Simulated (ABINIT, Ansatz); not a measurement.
Entries from a set of simulations; values are calculated unless marked as measured.

CdSe (F-43m): G0W0 with ABINIT, start to end. It takes space group F-43m (No. 216, cubic). The conventional cell has a = 6.141 Å, b = 6.141 Å, c = 6.141 Å, α = 90.00°, β = 90.00°, γ = 90.00°. Nearest to Cd lie 4 Se at 2.66 Å. Nearest to Se lie 4 Cd at 2.66 Å. Farther neighbours, and contacts between anions beyond the nearest, are not listed. The calculation used RPA screening on PBE, plane waves, norm-conserving pseudopotentials (and 2 further levels or steps) in ABINIT 10.8.3, with cutoff 48 Ha, PseudoDojo scalar-relativistic 0.4 stringent, norm-conserving, potential set dojo-sr-pbe-0.4-stringent, ngkpt (4, 4, 4), nband 539, ecuteps 14 Ha, inclvkb 2, shiftk (0, 0, 0), symchi 1, awtr 1, frequency ppm, 4×4×4 k-mesh. The PBE gap is 0.55 eV, direct, the G0W0 gap on the mesh is 1.23 eV and the GW settings are 4×4×4 mesh, 539 bands, screening to 381 eV, Godby-Needs plasmon pole. The known limits are short of the basis limit; mesh may overstate the screening; no spin-orbit coupling; coarse k mesh. It took 5 runs, 13 min in all on 8 MPI ranks of AMD EPYC 9B45 (Zen 5), shared host. G0W0 moves the gap on the mesh from 0.55 eV to 1.23 eV (+0.69 eV), with Z of 0.79 and 0.81 at the edges. Local fields lower the RPA ε∞ on this mesh from 52.68 to 50.88. The cell and positions are those that the Materials Project relaxed with its own functionals (PBE, PBE+U or r2SCAN), kept fixed. Limits: mesh may overstate the screening; no spin-orbit coupling. The 4×4×4 mesh is coarse for this cell, which bears on the long-range parts of exchange and screening. The RPA ε∞ on this mesh reaches over 25; with a narrow direct gap a coarse mesh can overstate it, and the correction is then too small.

```
Cd Se
1.0
     0.00000    3.07027    3.07027
     3.07027    0.00000    3.07027
     3.07027    3.07027    0.00000
Cd Se
1 1
Direct
  0.00000 0.00000 0.00000
  0.75000 0.75000 0.75000
```

[Long decimals in the printed logs are rounded to 6 places.]

[Logs are printed without paths, hosts, clocks, repeated set-up lines and the standing remarks that a program may print on its own settings, such as how far it seeks lower states.]

[Paths, hosts, dates, memory and timing lines, banners, echoed tables and standing remarks are left out of the program output; an Ansatz launch command may be rebuilt from the run's recorded settings. Measured values are a selection of at most five: reports struck by readers or far from the other reports are left out. None is set beside runs whose start may be inverted or whose files or cutoffs have a known fault.]

[Runs of the session that timed out or met a known fault of the program may be left out.]

[Hosts, paths, dates, database ids (printed as entryN), source tags and the programs' standing remarks are cut or masked in the printed files.]

[G0W0 gaps are taken among the corrected bands and points alone; a level outside them can change the order at an edge.]

[Where Ansatz stands beside ABINIT at settings called matched, ABINIT's density can come from a denser mesh and the files from another edition; pairs whose starting gaps differed by over 0.03 eV were left out, so agreement reads better than it is.]
